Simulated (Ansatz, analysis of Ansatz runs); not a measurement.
# Reproducing a measured hyperfine coupling: N2V- centre in diamond

Subject: N2V- centre in diamond. Wanted: its hyperfine coupling, in one set-up (PBE, 32-site cell, PBE lattice, 420 eV, k: the zone centre alone). The model is a cell of 32 host atoms with 1 site emptied, N put on another atom's site and N put on another atom's site. The isotropic coupling follows from the spin density at the nucleus, the nuclear g-factor and the total spin.

What was measured. 15N, isotropic: 4.02 MHz, by EPR (“Electron paramagnetic resonance of the N2V− defect in 15N-doped synthetic diamond”, 2015, B. L. Green et al.). 13C, the two neighbours of the vacancy, isotropic: 240.7 MHz, by EPR (“Electron paramagnetic resonance of the N2V− defect in 15N-doped synthetic diamond”, 2015, B. L. Green et al.). The runs below try to reproduce this.

Calculated with Ansatz 0.2.0; plane-wave PAW DFT, PBE; relaxation of all atoms of a defect supercell.

**1. Starting point**

The cell holds 31 atoms: 29 C and 2 N. Its edges and angles: a = 6.186 Å, b = 6.186 Å, c = 6.186 Å, α = 109.5°, β = 109.5°, γ = 109.5°. It derives from C (space group Fd-3m). Nearest the centre at fractional (0.500, 0.500, 0.500): C31 at 1.55 Å, C26 at 1.55 Å, N25 at 1.55 Å, N22 at 1.55 Å, C11 at 2.53 Å, C14 at 2.53 Å, C12 at 2.53 Å, C4 at 2.53 Å. The cell carries charge −1.

The host's primitive cell comes from a first run (plane-wave PAW DFT, PBE; relaxation of the host's cell and atoms): vectors of 2.525, 2.525 and 2.525 Å. That is 5.69 Å³ an atom, 0.4 % over the diffraction cell's volume. The supercell is built on it.

**2. Relaxation, charge −1**

Every later number rests on the structure around the defect, so the atoms are relaxed at the host's lattice first.

Contents of relax/input.yaml:

```yaml
relax:
  f_tol: 0.02
  max_steps: 80
  random_displacement: { amplitude: 0.02, seed: 742 }
crystal:
  lattice:
    - [-3.57158176, 3.57158176, 3.57158176]
    - [3.57158176, -3.57158176, 3.57158176]
    - [3.57158176, 3.57158176, -3.57158176]
  atoms:
    - { symbol: C, position: [0.0, 0.0, 0.5] }
    - { symbol: C, position: [0.0, 0.25, 0.25] }
    - { symbol: C, position: [0.0, 0.5, 0.0] }
    - { symbol: C, position: [0.0, 0.75, 0.75] }
    - { symbol: C, position: [0.25, 0.0, 0.25] }
    - { symbol: C, position: [0.25, 0.25, 0.0] }
    - { symbol: C, position: [0.25, 0.5, 0.75] }
    - { symbol: C, position: [0.25, 0.75, 0.5] }
    - { symbol: C, position: [0.5, 0.0, 0.0] }
    - { symbol: C, position: [0.5, 0.25, 0.75] }
    - { symbol: C, position: [0.5, 0.75, 0.25] }
    - { symbol: C, position: [0.75, 0.0, 0.75] }
    - { symbol: C, position: [0.75, 0.25, 0.5] }
    - { symbol: C, position: [0.75, 0.5, 0.25] }
    - { symbol: C, position: [0.75, 0.75, 0.0] }
    - { symbol: C, position: [0.0, 0.0, 0.25] }
    - { symbol: C, position: [0.0, 0.25, 0.0] }
    - { symbol: C, position: [0.0, 0.5, 0.75] }
    - { symbol: C, position: [0.0, 0.75, 0.5] }
    - { symbol: C, position: [0.25, 0.0, 0.0] }
    - { symbol: C, position: [0.25, 0.25, 0.75] }
    - { symbol: "N", position: [0.25, 0.5, 0.5] }
    - { symbol: C, position: [0.25, 0.75, 0.25] }
    - { symbol: C, position: [0.5, 0.0, 0.75] }
    - { symbol: "N", position: [0.5, 0.25, 0.5] }
    - { symbol: C, position: [0.5, 0.5, 0.25] }
    - { symbol: C, position: [0.5, 0.75, 0.0] }
    - { symbol: C, position: [0.75, 0.0, 0.5] }
    - { symbol: C, position: [0.75, 0.25, 0.25] }
    - { symbol: C, position: [0.75, 0.5, 0.0] }
    - { symbol: C, position: [0.75, 0.75, 0.75] }
total_charge: -1
basis:
  ecutwfc: 420
  xc_grid: 2
hamiltonian:
  xc: pbe
kpoints:
  mp_grid: { grid: [1, 1, 1] }
magnetization:
  spin_polarized: true
  initial_magnetization: 1
  spin_locking: { lock_magnetization: hard }
scf:
  occupations: { method: fermi_dirac, width: 0.01 }
  max_iter: 60
output:
  forces: true
checkpoint:
  write: "../relax.run"
  compress: false
  write_wavefunctions: true
  write_every: 100000
```

On the command line:

```bash
ansatz run input.yaml --threads 2 --pin off --max-ram 3768MiB --backend cpu --events-out ev --progress --plain --runs-dir out
```

Numbers of over 12 decimals in the logs are rounded to 6 here.

The program printed:

```text
[... repeated set-up lines and file paths are left out, and long positions are rounded to six places ...]
Engine: ansatz 0.2.0, x86_64-unknown-linux-gnu
Pseudopotentials: kind: paw
Pseudopotential: C, paw, valence charge 4, recommended cutoff 420 eV (normal), C.paw.azcp
Pseudopotential: N, paw, valence charge 5, recommended cutoff 420 eV (normal), N.paw.azcp
Functional definition: PBE
  parameter kappa = 0.804
  parameter beta = 0.066725
  exchange = pbe_x(kappa = kappa, mu = beta*pi^2/3)
  correlation = pbe_c(beta = beta)
Crystal: 31 atoms, lattice volume = 182.239 Å³
Basis set: ecut = 420 eV, 3559 PW (Γ), exchange–correlation on 90×90×90 points (8 copies of the dense FFT grid, shifted against one another)
Bands: 95, of which v1, the nominal top of the filled ones, is band 64 counted from 1 (63 counted from 0)
Symmetry: 1 space group operations
k-points: 1
Non-local potential: C, projectors of the file, l = 0: 2, l = 1: 2, l = 2: 1
Non-local potential: N, projectors of the file, l = 0: 2, l = 1: 2, l = 2: 1
PAW form: soft (Blöchl's): semilocal exchange-correlation on the pseudo side does not see the compensation charge
PAW one-centre angular grid: C, 110 points (default); XC on 64 Gauss nodes
PAW one-centre angular grid: N, 110 points (default); XC on 64 Gauss nodes
Initial density: superposition of atomic densities (chi_scale 0.1, normalization cell, long waves kept (reshape's long-wave potential 0.21 eV rms))
Starting moments: Σ|m| = 1 μB on 31 of 31 sites
Initial wavefunctions: pseudopotential atomic-orbital guess
Functional: x = pbe(κ = 0.804, μ = 0.219515), c = pbe(β = 0.066725)
SCF iter   1: F=—  HF=-8024.391103 eV  |F-HF|=—  |Δ(HF+E_count)|=         —  Δρ=7.43e-2 (↑7.43e-2 ↓7.07e-2)  dr2=2.86e1  dr2_m=2.44e-1  M=1.000 μB ∫|m|=1.003 μB  β_m=0.30  ethr=3.10e-3  ⟨swp⟩=6.0  Hψ=738  notcnv=0  defer=40
preconditioner: auto → Resta (q_TF=auto, 2.569 Å⁻¹)  ε∞=4.5  [insulator: Δε(μ)=0.536 eV  Ē_g=16.511 eV  σ=0.010 eV  W_gap=1.00  n_scr=54 (ndim 8)  ℏωp=31.0 eV  f_vac=0.000  D(μ)=0.00/eV (n_scr^D=0)  ε∞_Penn≈4.5]
spin=Collinear: Resta preconditioning applied to the charge; magnetization (m = ρ↑ − ρ↓) channel mixes plain (no charge-response kernel on spin).
SCF iter   2: F=—  HF=-8020.162160 eV  |F-HF|=—  |Δ(HF+E_count)|=    4.23e0  Δρ=5.36e-2 (↑5.36e-2 ↓5.15e-2)  dr2=1.49e1  dr2_m=1.37e-1  M=1.000 μB ∫|m|=1.017 μB  β_m=0.65  ethr=3.10e-3  ⟨swp⟩=3.0  Hψ=366  notcnv=0  defer=44
SCF iter   3: F=—  HF=-8015.612689 eV  |F-HF|=—  |Δ(HF+E_count)|=    4.55e0  Δρ=6.08e-3 (↑5.28e-3 ↓6.08e-3)  dr2=1.65e-1  dr2_m=3.48e-3  M=1.000 μB ∫|m|=1.117 μB  β_m=0.69  ethr=3.10e-3  ⟨swp⟩=3.0  Hψ=311  notcnv=0  defer=44
SCF iter   4: F=—  HF=-8015.654596 eV  |F-HF|=—  |Δ(HF+E_count)|=   4.19e-2  Δρ=2.68e-3 (↑2.36e-3 ↓2.68e-3)  dr2=2.85e-2  dr2_m=4.92e-4  M=1.000 μB ∫|m|=1.133 μB  β_m=0.73  ethr=1.30e-4  ⟨swp⟩=3.0  Hψ=376  notcnv=0  defer=48
SCF iter   5: F=—  HF=-8015.669685 eV  |F-HF|=—  |Δ(HF+E_count)|=   1.51e-2  Δρ=8.88e-4 (↑7.00e-4 ↓8.88e-4)  dr2=2.81e-3  dr2_m=8.33e-5  M=1.000 μB ∫|m|=1.139 μB  β_m=0.75  ethr=2.24e-5  ⟨swp⟩=2.0  Hψ=270  notcnv=0  defer=48
SCF iter   6: F=—  HF=-8015.671865 eV  |F-HF|=—  |Δ(HF+E_count)|=   2.18e-3  Δρ=1.98e-4 (↑1.98e-4 ↓1.95e-4)  dr2=1.78e-4  dr2_m=2.95e-6  M=1.000 μB ∫|m|=1.143 μB  β_m=0.77  ethr=2.22e-6  ⟨swp⟩=2.0  Hψ=284  notcnv=0  defer=48
SCF iter   7: F=—  HF=-8015.672003 eV  |F-HF|=—  |Δ(HF+E_count)|=   1.37e-4  Δρ=5.72e-5 (↑5.10e-5 ↓5.72e-5)  dr2=1.29e-5  dr2_m=5.21e-7  M=1.000 μB ∫|m|=1.144 μB  β_m=0.78  ethr=1.40e-7  ⟨swp⟩=2.0  Hψ=269  notcnv=0  defer=48
SCF iter   8: F=-8015.672013 eV  HF=-8015.672013 eV  |F-HF|=1.69e-9  |Δ(HF+E_count)|=   1.01e-5  Δρ=1.90e-5 (↑1.63e-5 ↓1.90e-5)  dr2=1.32e-6  dr2_m=4.42e-8  M=1.000 μB ∫|m|=1.144 μB  ethr=7.87e-9  ⟨swp⟩=4.0  Hψ=459  notcnv=0
SCF 1 converged in 8 iterations: F = -8015.672013 eV  dr2 = 1.32e-6
  greatest PAW one-centre occupation: 0.787 electrons in one spin orbital (limit 2), on the N atom at site 21 (counted from 0), in its partial waves of l = 0
relax step   1: F+E_penalty+E_count = -8015.67201260 eV  Δ(F+E_penalty+E_count) = +0.000e0 eV  max|allowed force component| = 2.760e0 eV/Å  Δτ_max = 0.0000 Å  (8 SCF iters, dr2 threshold 1.00e-5 eV, accepted)
[... the SCF cycles and remarks between the steps are left out from here to the last step ...]
relax step   2: F+E_penalty+E_count = -8016.82125011 eV  Δ(F+E_penalty+E_count) = -1.149e0 eV  max|allowed force component| = 1.449e0 eV/Å  Δτ_max = 0.1263 Å  (6 SCF iters, dr2 threshold 1.00e-4 eV, accepted)
relax step   3: F+E_penalty+E_count = -8017.10348980 eV  Δ(F+E_penalty+E_count) = -2.822e-1 eV  max|allowed force component| = 1.116e0 eV/Å  Δτ_max = 0.0788 Å  (6 SCF iters, dr2 threshold 1.00e-4 eV, accepted)
relax step   4: F+E_penalty+E_count = -8017.24583378 eV  Δ(F+E_penalty+E_count) = -1.423e-1 eV  max|allowed force component| = 1.500e-1 eV/Å  Δτ_max = 0.0295 Å  (5 SCF iters, dr2 threshold 1.00e-4 eV, accepted)
relax step   5: F+E_penalty+E_count = -8017.24876954 eV  Δ(F+E_penalty+E_count) = -2.936e-3 eV  max|allowed force component| = 2.704e-2 eV/Å  Δτ_max = 0.0047 Å  (5 SCF iters, dr2 threshold 1.41e-6 eV, accepted)
SCF iter   1: F=—  HF=-8017.248974 eV  |F-HF|=—  |Δ(HF+E_count)|=         —  Δρ=1.47e-4 (↑1.47e-4 ↓1.38e-4)  dr2=7.51e-5  dr2_m=2.04e-6  M=1.000 μB ∫|m|=1.177 μB  β_m=0.30  ethr=3.22e-7  ⟨swp⟩=5.0  Hψ=458  notcnv=0  defer=48
SCF iter   2: F=—  HF=-8017.248934 eV  |F-HF|=—  |Δ(HF+E_count)|=   4.03e-5  Δρ=9.86e-5 (↑9.86e-5 ↓9.26e-5)  dr2=2.94e-5  dr2_m=1.08e-6  M=1.000 μB ∫|m|=1.177 μB  β_m=0.54  ethr=5.91e-8  ⟨swp⟩=1.0  Hψ=220  notcnv=0  defer=48
SCF iter   3: F=—  HF=-8017.248928 eV  |F-HF|=—  |Δ(HF+E_count)|=   5.91e-6  Δρ=2.04e-5 (↑2.04e-5 ↓1.90e-5)  dr2=9.74e-7  dr2_m=6.04e-8  M=1.000 μB ∫|m|=1.177 μB  β_m=0.60  ethr=2.32e-8  ⟨swp⟩=2.0  Hψ=223  notcnv=0  defer=48
iter 4 did not close the SCF: its close was put off for a magnetic moment that had not settled (scf_convergence_deferred on its scf_iter line)
SCF iter   4: F=-8017.248928 eV  HF=-8017.248928 eV  |F-HF|=8.66e-9  |Δ(HF+E_count)|=   1.26e-8  Δρ=4.31e-6 (↑4.31e-6 ↓4.00e-6)  dr2=5.13e-8  dr2_m=2.95e-9  M=1.000 μB ∫|m|=1.177 μB  β_m=0.78  ethr=7.87e-11  ⟨swp⟩=2.5  Hψ=595  notcnv=0
SCF iter   5: F=-8017.248928 eV  HF=-8017.248928 eV  |F-HF|=1.49e-10  |Δ(HF+E_count)|=   1.60e-8  Δρ=7.25e-7 (↑7.25e-7 ↓6.84e-7)  dr2=2.35e-9  dr2_m=1.21e-10  M=1.000 μB ∫|m|=1.177 μB  ethr=4.04e-11  ⟨swp⟩=1.5  Hψ=484  notcnv=0
SCF 6 converged in 5 iterations: F = -8017.248928 eV  dr2 = 2.35e-9
relax step   6: F+E_penalty+E_count = -8017.24892790 eV  Δ(F+E_penalty+E_count) = -1.584e-4 eV  max|allowed force component| = 6.715e-3 eV/Å  Δτ_max = 0.0014 Å  (5 SCF iters, accepted)
NSCF: frozen V_eff on 1 k-points
the band table was solved once a step of the walk had ended and its energy, with any forces and stress, was formed, with the checks that follow a solve (1040 applications of the Hamiltonian). They found nothing against the state; [...]
SCF converged after 5 iterations
Magnetization: 1.0000 μB (64.0000 up, 63.0000 down)
Absolute magnetization: 1.1783 μB (∫|ρ↑−ρ↓|, with the PAW one-centre terms)
Spin contamination: 0.0042 ħ² per cell (⟨S²⟩ above its minimum at these occupations)
Per-site moments (μB) at R_I (Å): [(0.00120437, 0.632385), (-0.000864989, 0.605270), (0.000288245, 0.630261), [... 28 left out ...]
Free energy (F): -8017.248928 eV
Harris-Foulkes:  -8017.248928 eV  (|F-HF|=1.49e-10)
Internal energy: -8017.248928 eV  (E = F + TS)
E sigma→0 (E₀):  -8017.248928 eV
Fermi energy:    15.393516 (↑ 15.924489, ↓ 15.162682) eV
--- Per-component energies (eV) ---
  E_band       = 477.239997
  E_kinetic    = 2973.664741
  E_local      = -2318.625676  (includes V_loc(G=0)·N_el)
  E_nonlocal   = 866.447008
  E_hartree    = 553.630330
  E_xc         = -1540.136897
  E_vxc        = -1915.975204  (∫ρ·V_xc dr)
  E_paw        = -3135.432249  (= ΣΔE_a)
  E_vpaw       = -235.531998  (= ΣTr[D̂ρ^β])
  E_aug_tail   = 0.000482  (compensation charges beyond the density's cutoff)
  E_ewald      = -5416.796668
  E_smearing   = -0.000000  (= −TS)
  E_closure    = 0.000000  (closes the sum)
  E_deformation_potential = -20.667370  (in the stress; not in F)
  Σ components = -8017.248928   (vs F -8017.248928, Δ=0.00e0)
--- Forces (eV/Å), atoms counted from 1 ---
  atom   1  C     -0.00046317    -0.00090878    -0.00420703
  atom   2  C     -0.00080405     0.00355189     0.00099880
  atom   3  C      0.00010771     0.00040729     0.00003398
  atom   4  C     -0.00224541     0.00236161     0.00147928
  atom   5  C      0.00422583    -0.00085062     0.00113274
  atom   6  C     -0.00012076     0.00013214    -0.00215982
  atom   7  C     -0.00362416     0.00056157     0.00096979
  atom   8  C     -0.00045213     0.00081912     0.00038741
  atom   9  C     -0.00017382    -0.00023163     0.00038177
  atom  10  C      0.00078551    -0.00359107     0.00155901
  atom  11  C      0.00231747    -0.00200842     0.00175380
  atom  12  C      0.00169144    -0.00196583     0.00142833
  atom  13  C      0.00151113    -0.00110999    -0.00022491
  atom  14  C     -0.00236243     0.00261434     0.00161463
  atom  15  C     -0.00149569    -0.00134326    -0.00162623
  atom  16  C      0.00269351     0.00264909     0.00263659
  atom  17  C     -0.00269596     0.00158365     0.00090019
  atom  18  C      0.00261498     0.00076189     0.00060178
  atom  19  C     -0.00034189     0.00005021     0.00177718
  atom  20  C      0.00166267    -0.00346502     0.00049694
  atom  21  C     -0.00135948    -0.00164835     0.00195772
  atom  22  N      0.00103463    -0.00014597    -0.00077700
  atom  23  C     -0.00276367    -0.00142151     0.00017012
  atom  24  C      0.00090131     0.00301253    -0.00025861
  atom  25  N     -0.00125468     0.00104852    -0.00146312
  atom  26  C      0.00191095     0.00214110    -0.00624830
  atom  27  C     -0.00166216     0.00273571     0.00064581
  atom  28  C     -0.00051731     0.00016853     0.00155921
  atom  29  C     -0.00083290    -0.00259388     0.00045434
  atom  30  C      0.00263646    -0.00157098     0.00071968
  atom  31  C     -0.00092130    -0.00175056    -0.00671614
  max |Σ_I F_I| component: 2.21e-5 eV/Å
--- Band table (eV) ---
  k-point 0 ↑: bands = ["-9.2078", "-6.9655", "-5.8817", "-4.6884", [... 87 left out ...] "22.5951", "22.8638", "23.1642", "23.3824"]
  k-point 0 ↓: bands = ["-9.1850", "-6.9538", "-5.8402", "-4.6709", [... 87 left out ...] "22.6387", "22.9068", "23.2175", "23.4186"]
--- Relaxed structure (6 steps of the walk, 6 accepted, 0 SCFs on fresh bases) ---
  F+E_penalty+E_count = -8017.24892790 eV   max|allowed force component| = 6.715e-3 eV/Å
  atoms:
    - { symbol: C, position: [-0.000840, -0.000919, 0.499672] }
    - { symbol: C, position: [0.000335, 0.256407, 0.257631] }
    - { symbol: C, position: [6.6982234847023925e-6, 0.499930, -0.000333] }
    - { symbol: C, position: [-0.002109, 0.752883, 0.752602] }
    - { symbol: C, position: [0.256489, 0.000257, 0.257632] }
    - { symbol: C, position: [0.257421, 0.257343, 0.009009] }
    - { symbol: C, position: [0.242374, 0.498443, 0.741702] }
    - { symbol: C, position: [0.244136, 0.741454, 0.499665] }
    - { symbol: C, position: [0.500009, -7.030167318433644e-5, -0.000332] }
    - { symbol: C, position: [0.498520, 0.242293, 0.741701] }
    - { symbol: C, position: [0.500026, 0.744877, 0.246734] }
    - { symbol: C, position: [0.752961, -0.002186, 0.752602] }
    - { symbol: C, position: [0.741539, 0.244061, 0.499666] }
    - { symbol: C, position: [0.744953, 0.499949, 0.246734] }
    - { symbol: C, position: [0.748084, 0.748006, -0.009662] }
    - { symbol: C, position: [0.005610, 0.005530, 0.256158] }
    - { symbol: C, position: [0.004334, 0.256501, 0.005853] }
    - { symbol: C, position: [-0.006540, 0.499005, 0.749418] }
    - { symbol: C, position: [-0.002737, 0.750634, 0.499670] }
    - { symbol: C, position: [0.256584, 0.004257, 0.005856] }
    - { symbol: C, position: [0.249120, 0.249039, 0.743168] }
    - { symbol: N, position: [0.226119, 0.498666, 0.499663] }
    - { symbol: C, position: [0.249336, 0.743631, 0.249919] }
    - { symbol: C, position: [0.499084, -0.006618, 0.749415] }
    - { symbol: N, position: [0.498749, 0.226052, 0.499667] }
    - { symbol: C, position: [0.504319, 0.504244, 0.233559] }
    - { symbol: C, position: [0.498151, 0.750317, -0.006517] }
    - { symbol: C, position: [0.750712, -0.002812, 0.499670] }
    - { symbol: C, position: [0.743708, 0.249255, 0.249917] }
    - { symbol: C, position: [0.750393, 0.498072, -0.006516] }
    - { symbol: C, position: [0.770430, 0.770350, 0.765774] }
```

Elapsed: 4.5 s, on 2 threads of AMD EPYC 9R45, shared host; peak memory 0.47 GiB.

The run converged, but on settings that a careful run would not use, so its numbers are not the defect's.

[end of part 1 of 2]

[Logs are printed without paths, hosts, clocks, repeated set-up lines and the standing remarks that a program may print on its own settings, such as how far it seeks lower states.]

[Hosts, paths, dates, database ids (printed as entryN), source tags and the programs' standing remarks are cut or masked in the printed files.]

[For some hosts the program warned that the k-mesh of the response run may be too coarse for force constants and the static dielectric constant; such warnings are not shown here.]
